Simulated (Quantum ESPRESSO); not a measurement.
# Ni(111), 5 layers against a metal electrode, stepped through the charge of the slab, part 2 of 5

Wanted: a table for Ni(111), 5 layers against a metal electrode against the charge of the slab, and what can be fitted to it.

Quantum ESPRESSO 7.5; plane-wave DFT, PBE, GBRV ultrasoft pseudopotentials.

So far. Step 2 (Relaxing cell and ions of the reference):  The last row is no step: it is a fresh SCF in the final cell with a new plane-wave basis, +0 meV from the row before.

**3. Relaxation with pw.x of the reference**

What the set-up leaves free in this member is relaxed.

System of this step: Ni(111), 5 layers. The cell holds 5 atoms: 5 Ni. Cell: a = 2.487 Å, b = 2.487 Å, c = 23.113 Å, α = 90.0°, β = 90.0°, γ = 60.0°. It derives from Ni. Vacuum lies along c.

ref.relax.in reads:

```
&control
  prefix = 'ref.relax'
  outdir = './out'
  pseudo_dir = './pseudo'
  nstep = 40
  forc_conv_thr = 0.001
  calculation = 'relax'
/
&system
  ibrav = 0
  nat = 5
  ntyp = 1
  ecutwfc = 40
  ecutrho = 200
  occupations = 'smearing'
  smearing = 'mv'
  degauss = 0.02
  nspin = 2
  starting_magnetization(1) = 0.12
/
&electrons
  conv_thr = 1e-08
  mixing_beta = 0.4
  electron_maxstep = 120
  mixing_mode = 'local-TF'
/
&ions
/
ATOMIC_SPECIES
  Ni  58.6934  ni_pbe_v1.4.uspp.F.UPF
CELL_PARAMETERS angstrom
  2.48729573353646 0.00000000000000 0.00000000000000
  1.24364786676823 2.15406129196723 0.00000000000000
  0.00000000000000 0.00000000000000 23.11310748511821
ATOMIC_POSITIONS crystal
  Ni  0.666666666700 0.666666666700 0.324266947792
  Ni  0.000000000000 0.000000000000 0.412133473896
  Ni  0.333333333300 0.333333333300 0.500000000000 0 0 0
  Ni  0.666666666700 0.666666666700 0.587866526104
  Ni  0.000000000000 0.000000000000 0.675733052208
K_POINTS automatic
  12 12 1 0 0 0
```

Started as:

```bash
OMP_NUM_THREADS=1 mpirun -n 4 pw.x -nk 4 -in ref.relax.in > ref.relax.out
```

The program printed:

```text
[banner, memory and clock lines left out]
Program PWSCF v.7.5 starts

          URL

     Message from routine setup:
     using ibrav=0 with symmetry is DISCOURAGED, use correct ibrav instead

     G-vector sticks info

     bravais-lattice index     =            0
     lattice parameter (alat)  =       4.7003  a.u.
     unit-cell volume          =     835.6808 (a.u.)^3
     number of atoms/cell      =            5
     number of atomic types    =            1
     number of electrons       =        90.00
     number of Kohn-Sham states=           54
     kinetic-energy cutoff     =      40.0000  Ry
     charge density cutoff     =     200.0000  Ry
     scf convergence threshold =      1.0E-08
     mixing beta               =       0.4000
     number of iterations used =            8  local-TF  mixing
     energy convergence thresh.=      1.0E-04
     force convergence thresh. =      1.0E-03
     Exchange-correlation=  SLA  PW   PBX  PBC
                           (   1   4   3   4   0   0   0)
     nstep                     =           40

     celldm(1)=   4.700308  celldm(2)=   0.000000  celldm(3)=   0.000000
     celldm(4)=   0.000000  celldm(5)=   0.000000  celldm(6)=   0.000000

     crystal axes: (cart. coord. in units of alat)
               a(1) = (   1.000000   0.000000   0.000000 )
               a(2) = (   0.500000   0.866025   0.000000 )
               a(3) = (   0.000000   0.000000   9.292465 )

     reciprocal axes: (cart. coord. in units 2 pi/alat)
               b(1) = (  1.000000 -0.577350  0.000000 )
               b(2) = (  0.000000  1.154701  0.000000 )
               b(3) = (  0.000000  0.000000  0.107614 )

     PseudoPot. # 1 for Ni read from file:
     ./pseudo/ni_pbe_v1.4.uspp.F.UPF
     Pseudo is Ultrasoft + core correction, Zval = 18.0
     Generated by new atomic code, or converted to UPF format
     Using radial grid of  865 points,  6 beta functions with:
                l(1) =   0
                l(2) =   0
                l(3) =   1
                l(4) =   1
                l(5) =   2
                l(6) =   2
     Q(r) pseudized with 10 coefficients,  rinner =    0.980   0.980   0.980
                                                       0.980   0.980

     atomic species   valence    mass     pseudopotential
     Ni               18.00    58.69340     Ni( 1.00)

     Starting magnetic structure
     atomic species   magnetization
     Ni              0.120

     12 Sym. Ops., with inversion, found ( 6 have fractional translation)

   Cartesian axes

     site n.     atom                  positions (alat units)
         1        Ni     tau(   1) = (   1.0000000   0.5773503   3.0132391  )
         2        Ni     tau(   2) = (   0.0000000   0.0000000   3.8297357  )
         3        Ni     tau(   3) = (   0.5000000   0.2886751   4.6462323  )
         4        Ni     tau(   4) = (   1.0000000   0.5773503   5.4627289  )
         5        Ni     tau(   5) = (   0.0000000   0.0000000   6.2792254  )

     number of k points=    19  Marzari-Vanderbilt smearing, width (Ry)=  0.0200
                       cart. coord. in units 2pi/alat
        k(    1) = (   0.0000000   0.0000000   0.0000000), wk =   0.0069444
        k(    2) = (   0.0000000   0.0962250   0.0000000), wk =   0.0416667
        k(    3) = (   0.0000000   0.1924501   0.0000000), wk =   0.0416667
        k(    4) = (   0.0000000   0.2886751   0.0000000), wk =   0.0416667
        k(    5) = (   0.0000000   0.3849002   0.0000000), wk =   0.0416667
        k(    6) = (   0.0000000   0.4811252   0.0000000), wk =   0.0416667
        k(    7) = (   0.0000000  -0.5773503   0.0000000), wk =   0.0208333
        k(    8) = (   0.0833333   0.1443376   0.0000000), wk =   0.0416667
        k(    9) = (   0.0833333   0.2405626   0.0000000), wk =   0.0833333
        k(   10) = (   0.0833333   0.3367877   0.0000000), wk =   0.0833333
        k(   11) = (   0.0833333   0.4330127   0.0000000), wk =   0.0833333
        k(   12) = (   0.0833333  -0.6254628   0.0000000), wk =   0.0833333
        k(   13) = (   0.1666667   0.2886751   0.0000000), wk =   0.0416667
        k(   14) = (   0.1666667   0.3849002   0.0000000), wk =   0.0833333
        k(   15) = (   0.1666667  -0.6735753   0.0000000), wk =   0.0833333
        k(   16) = (   0.1666667  -0.5773503   0.0000000), wk =   0.0416667
        k(   17) = (   0.2500000  -0.7216878   0.0000000), wk =   0.0416667
        k(   18) = (   0.2500000  -0.6254628   0.0000000), wk =   0.0833333
        k(   19) = (   0.3333333  -0.5773503   0.0000000), wk =   0.0138889

     Dense  grid:    39965 G-vectors     FFT dimensions: (  24,  24, 200)

     Smooth grid:    28603 G-vectors     FFT dimensions: (  24,  24, 180)

     Check: negative core charge=   -0.000017
     Generating pointlists ...
     new r_m :   0.4125 (alat units)  1.9389 (a.u.) for type    1

     Initial potential from superposition of free atoms

     starting charge      80.0000, renormalised to      90.0000

     negative rho (up, down):  1.121E-03 8.810E-04
     Starting wfcs are   65 randomized atomic wfcs

     per-process dynamical memory:    74.4 Mb

     Self-consistent Calculation

     iteration #  1     ecut=    40.00 Ry     beta= 0.40
     Davidson diagonalization with overlap
     ethr =  1.00E-02,  avg # of iterations =  9.4

     negative rho (up, down):  1.757E-01 1.789E-01

     total energy              =   -1663.50885111 Ry
     estimated scf accuracy    <    1335.99007351 Ry

     total magnetization       =     0.84 Bohr mag/cell
     absolute magnetization    =     0.92 Bohr mag/cell

     iteration #  2     ecut=    40.00 Ry     beta= 0.40
     Davidson diagonalization with overlap
     ethr =  1.00E-02,  avg # of iterations =  8.4

     negative rho (up, down):  8.000E-02 8.160E-02

     total energy              =   -1715.68153334 Ry
     estimated scf accuracy    <      16.47917482 Ry

     total magnetization       =     5.47 Bohr mag/cell
     absolute magnetization    =     5.90 Bohr mag/cell

     iteration #  3     ecut=    40.00 Ry     beta= 0.40
     Davidson diagonalization with overlap
     ethr =  1.00E-02,  avg # of iterations =  2.2

     negative rho (up, down):  2.891E-02 2.954E-02

     total energy              =   -1716.55338714 Ry
     estimated scf accuracy    <       2.58212673 Ry

     total magnetization       =     3.97 Bohr mag/cell
     absolute magnetization    =     4.62 Bohr mag/cell

     iteration #  4     ecut=    40.00 Ry     beta= 0.40
     Davidson diagonalization with overlap
[...]
6.4219   8.5506  10.5857  12.6416  13.3823  13.6679

          k = 0.0000 0.4811 0.0000 (  3584 PWs)   bands (ev):

   -98.7483 -98.7479 -98.6953 -98.4801 -98.4800 -59.2220 -59.2084 -59.1823
   -59.1444 -59.1083 -59.0958 -59.0917 -59.0737 -59.0240 -58.9944 -58.9938
   -58.8864 -58.8864 -58.7417 -58.7415   0.1568   0.3917   0.5551   0.8980
     0.9753   1.1529   1.3457   1.8477   2.3554   2.5569   2.7101   2.8034
     2.8544   3.0612   3.5061   3.6244   3.8737   4.0873   4.1680   4.2575
     4.3003   4.3303   4.4063   4.4661   4.4902   4.5747   5.2319   5.8492
     7.4652   9.1851  11.3592  11.8683  12.3732  13.3849

          k = 0.0000-0.5774 0.0000 (  3576 PWs)   bands (ev):

   -98.7466 -98.7464 -98.6940 -98.4786 -98.4786 -59.2322 -59.2192 -59.1883
   -59.1388 -59.1138 -59.0987 -59.0945 -59.0762 -59.0266 -59.0041 -59.0031
   -58.8891 -58.8891 -58.7407 -58.7406   0.3073   0.4391   0.6694   0.8724
     0.8929   1.1063   1.2395   1.8233   2.3525   2.5040   2.6764   2.8858
     3.0164   3.0398   3.6243   3.6800   3.9777   4.1199   4.3575   4.3644
     4.3848   4.3948   4.4842   4.5804   4.5862   5.4634   6.5309   7.2430
     7.5764   7.5905  10.9222  11.5565  12.0708  13.1167

          k = 0.0833 0.1443 0.0000 (  3573 PWs)   bands (ev):

   -98.7664 -98.7645 -98.7101 -98.4963 -98.4963 -59.2054 -59.1573 -59.0931
   -59.0859 -59.0642 -59.0625 -59.0564 -59.0173 -58.9965 -58.8793 -58.8793
   -58.8574 -58.8574 -58.7527 -58.7526  -3.0353  -2.1519  -0.8301   0.3030
     0.5937   2.0623   2.1336   2.3184   2.3588   2.5233   2.6343   2.7564
     2.7812   2.8209   2.8581   2.9057   2.9692   3.1016   3.1949   3.4259
     3.4656   3.5215   3.6238   3.8010   3.8360   4.1274   4.1678   4.3269
     4.6928   5.9458   6.9472  10.1899  10.6868  11.2429

          k = 0.0833 0.2406 0.0000 (  3573 PWs)   bands (ev):

   -98.7612 -98.7596 -98.7058 -98.4915 -98.4915 -59.1944 -59.1563 -59.1262
   -59.1197 -59.0752 -59.0739 -59.0595 -59.0467 -59.0062 -58.9123 -58.9122
   -58.8674 -58.8674 -58.7493 -58.7493  -2.1523  -1.3329  -0.1388   0.8568
     1.0720   1.7470   1.9016   2.0761   2.1174   2.3762   2.5034   2.5835
     2.7198   2.8430   2.9403   3.1191   3.1985   3.2661   3.3367   3.4083
     3.5413   3.6187   3.6692   3.8953   3.9640   4.1066   4.3072   4.3327
     5.2778   6.9179   8.2988  11.0217  11.5945  11.9848

          k = 0.0833 0.3368 0.0000 (  3561 PWs)   bands (ev):

   -98.7550 -98.7540 -98.7008 -98.4861 -98.4861 -59.1879 -59.1644 -59.1577
   -59.1530 -59.0888 -59.0865 -59.0768 -59.0637 -59.0172 -58.9496 -58.9494
   -58.8790 -58.8790 -58.7456 -58.7455  -1.0050  -0.3637   0.4575   1.0923
     1.3362   1.4509   1.7771   1.9080   2.0796   2.2602   2.5867   2.7219
     2.7339   2.8636   2.9150   3.0266   3.2793   3.4609   3.5508   3.7351
     3.7828   3.9707   4.0505   4.1089   4.2201   4.2359   4.3351   4.6749
     6.1017   8.0949   9.9093  12.2107  12.9336  13.1179

          k = 0.0833 0.4330 0.0000 (  3579 PWs)   bands (ev):

   -98.7497 -98.7492 -98.6965 -98.4813 -98.4813 -59.2083 -59.1938 -59.1745
   -59.1495 -59.1017 -59.0975 -59.0958 -59.0696 -59.0268 -58.9809 -58.9808
   -58.8891 -58.8891 -58.7424 -58.7424   0.0116   0.3316   0.6228   1.0128
     1.1231   1.3074   1.5191   1.8735   2.2563   2.5118   2.5692   2.6654
     2.8129   3.0303   3.2036   3.4262   3.5002   3.6627   3.9252   3.9669
     4.0539   4.1951   4.2464   4.3356   4.4014   4.7465   4.9663   5.6014
     7.2449   9.3371  11.5983  12.3838  13.0704  14.0488

          k = 0.0833-0.6255 0.0000 (  3582 PWs)   bands (ev):

   -98.7466 -98.7464 -98.6940 -98.4786 -98.4786 -59.2262 -59.2132 -59.1839
   -59.1405 -59.1105 -59.1045 -59.1031 -59.0737 -59.0324 -58.9986 -58.9980
   -58.8950 -58.8949 -58.7407 -58.7406   0.3921   0.5307   0.7413   0.9568
     0.9841   1.2176   1.3302   1.8373   2.2903   2.5128   2.6706   2.7306
     2.8497   3.1296   3.3435   3.6917   3.7816   3.9917   4.0731   4.2476
     4.2715   4.2856   4.3734   4.4088   4.4947   5.7570   6.3879   7.0178
     8.0129   8.7365  11.0842  11.7546  12.3025  13.3213

          k = 0.1667 0.2887 0.0000 (  3573 PWs)   bands (ev):

   -98.7558 -98.7548 -98.7015 -98.4868 -98.4868 -59.1859 -59.1584 -59.1515
   -59.1487 -59.0916 -59.0907 -59.0681 -59.0628 -59.0201 -58.9406 -58.9404
   -58.8817 -58.8817 -58.7460 -58.7459  -1.1552  -0.4614   0.4746   1.2134
     1.4698   1.6399   1.7271   1.8877   2.0400   2.1965   2.3931   2.4047
     2.5430   2.6821   3.0051   3.1085   3.2162   3.3096   3.5564   3.6787
     3.7686   3.9347   4.0821   4.0894   4.2282   4.2626   4.2728   4.7055
     6.0310   7.9495   9.6790  12.0353  12.7237  12.9484

          k = 0.1667 0.3849 0.0000 (  3575 PWs)   bands (ev):

   -98.7505 -98.7499 -98.6971 -98.4821 -98.4820 -59.1945 -59.1782 -59.1652
   -59.1554 -59.1074 -59.1073 -59.0874 -59.0678 -59.0347 -58.9669 -58.9669
   -58.8973 -58.8973 -58.7429 -58.7428  -0.0568   0.3604   0.8166   1.1787
     1.3860   1.6004   1.7231   1.9306   1.9479   2.1995   2.4368   2.5202
     2.6705   2.7434   2.9370   2.9999   3.3004   3.5258   3.5339   3.8180
     3.9358   4.0351   4.2835   4.3304   4.3897   4.9044   5.0265   5.6797
     7.2061   9.2779  11.3338  13.2983  14.0317  14.3231

          k = 0.1667-0.6736 0.0000 (  3575 PWs)   bands (ev):

   -98.7466 -98.7464 -98.6940 -98.4786 -98.4786 -59.2114 -59.1984 -59.1736
   -59.1460 -59.1200 -59.1183 -59.1009 -59.0720 -59.0457 -58.9853 -58.9852
   -58.9092 -58.9091 -58.7405 -58.7405   0.6107   0.7669   0.9239   1.1501
     1.2124   1.4525   1.6005   1.8753   2.0983   2.2537   2.4657   2.6363
     2.8161   2.9079   3.1618   3.2544   3.3020   3.6121   3.8710   3.9134
     4.0004   4.1204   4.3484   4.3793   4.4810   5.9782   6.3538   7.1998
     8.6451  10.2190  11.7051  12.3425  12.9906  13.9461

          k = 0.1667-0.5774 0.0000 (  3558 PWs)   bands (ev):

   -98.7452 -98.7450 -98.6928 -98.4773 -98.4773 -59.2181 -59.2056 -59.1771
   -59.1404 -59.1253 -59.1228 -59.1057 -59.0733 -59.0499 -58.9918 -58.9916
   -58.9137 -58.9136 -58.7397 -58.7396   0.7267   0.7718   1.0520   1.1308
     1.1848   1.4599   1.4818   1.8755   2.0943   2.2578   2.6004   2.6642
     2.7490   3.0122   3.1654   3.3872   3.5047   3.6453   3.9525   4.0984
     4.1532   4.1859   4.2799   4.3391   4.4283   7.2000   7.7374   8.2268
     8.6963   9.0445  11.1704  11.9739  12.5696  13.6981

          k = 0.2500-0.7217 0.0000 (  3563 PWs)   bands (ev):

   -98.7466 -98.7464 -98.6939 -98.4786 -98.4786 -59.2015 -59.1885 -59.1659
   -59.1527 -59.1294 -59.1269 -59.0932 -59.0736 -59.0536 -58.9764 -58.9762
   -58.9187 -58.9187 -58.7405 -58.7404   0.7842   0.9099   1.0782   1.1906
     1.4938   1.5460   1.7218   1.8384   2.0818   2.0992   2.3557   2.3999
     2.7627   2.8008   2.9112   2.9701   3.3237   3.4888   3.6678   3.8175
     3.8377   4.0932   4.3546   4.4002   4.4747   6.0305   6.3910   7.2923
     8.8288  10.8110  12.7762  13.3107  13.4898  14.1282

          k = 0.2500-0.6255 0.0000 (  3544 PWs)   bands (ev):

   -98.7443 -98.7443 -98.6921 -98.4766 -98.4765 -59.2024 -59.1906 -59.1672
   -59.1524 -59.1441 -59.1393 -59.0960 -59.0758 -59.0672 -58.9780 -58.9779
   -58.9348 -58.9347 -58.7391 -58.7391   1.0817   1.0978   1.2836   1.3757
     1.3989   1.6076   1.6733   1.8373   1.9051   2.1177   2.3606   2.4423
     2.8250   2.8866   2.9792   2.9977   3.3142   3.5607   3.7469   3.8437
     3.9976   4.1393   4.2651   4.3191   4.3865   7.7001   8.2244   9.1310
    10.0565  10.6322  11.6687  12.5024  12.7261  13.1500

          k = 0.3333-0.5774 0.0000 (  3561 PWs)   bands (ev):

   -98.7435 -98.7435 -98.6914 -98.4758 -98.4758 -59.1879 -59.1750 -59.1750
   -59.1694 -59.1492 -59.1492 -59.0854 -59.0854 -59.0767 -58.9625 -58.9625
   -58.9573 -58.9573 -58.7385 -58.7385   1.3466   1.4007   1.4007   1.5250
     1.5265   1.5265   1.5461   1.7534   1.7534   2.2125   2.3853   2.3853
     2.7640   2.7862   2.8886   2.8886   3.5152   3.5152   3.6636   3.7589
     4.1023   4.1023   4.2092   4.2621   4.2621   9.8086   9.8086  10.0015
    10.18
[key lines of the parts left out:]
total energy              =   -1716.29352372 Ry
total magnetization       =     3.57 Bohr mag/cell
the Fermi energy is     5.0936 ev
convergence has been achieved in  14 iterations
```

Run time: 12 min. Hardware: 4 MPI ranks of Arm Neoverse V1, shared host; peak memory 0.58 GiB.

Step by step:

| step | energy less that of the first step (eV) | largest force (eV/Å) |
| --- | --- | --- |
| 1 | 0.0000 | 0.1577 |
| 2 | -0.0016 | 0.1281 |
| 3 | -0.0028 | 0.0952 |
| 4 | -0.0037 | 0.0491 |
| 5 | -0.0039 | 0.0403 |
| 6 | -0.0041 | 0.0474 |
| 7 | -0.0042 | 0.0473 |
| 8 | -0.0045 | 0.0399 |
| 9 | -0.0047 | 0.0167 |

The atoms that moved most (Å):

| atom | dx | dy | dz | length |
| --- | --- | --- | --- | --- |
| Ni1 | 0.000 | 0.000 | 0.030 | 0.030 |
| Ni5 | 0.000 | 0.000 | -0.030 | 0.030 |

The relaxed structure:

```xyz
5
Lattice="2.4873 0.0000 0.0000 1.2436 2.1541 0.0000 0.0000 0.0000 23.1131" Properties=species:S:1:pos:R:3
Ni    2.4873    1.4360    7.5244
Ni    0.0000    0.0000    9.5250
Ni    1.2436    0.7180   11.5566
Ni    2.4873    1.4360   13.5881
Ni    0.0000    0.0000   15.5887
```

 On the free atoms the largest force ends at 0.017 eV/Å.

This step gave:

* free energy: -23351.3635 eV
* Fermi energy: 5.097 eV
* magnetization: 3.57 μB
* absolute magnetization: 4.14 μB
* site moments: 0.7709, 0.7701, 0.727, 0.7701, 0.7709 μB

[end of part 2 of 5]

[Logs are printed without paths, hosts, clocks, repeated set-up lines and the standing remarks that a program may print on its own settings, such as how far it seeks lower states.]

[Hosts, paths, dates, database ids (printed as entryN), source tags and the programs' standing remarks are cut or masked in the printed files.]

[Maps of the electrostatic potential energy from Ansatz leave out the sawtooth potential of an applied field or a dipole correction, so their vacuum need not be flat; planar profiles and work functions include it.]
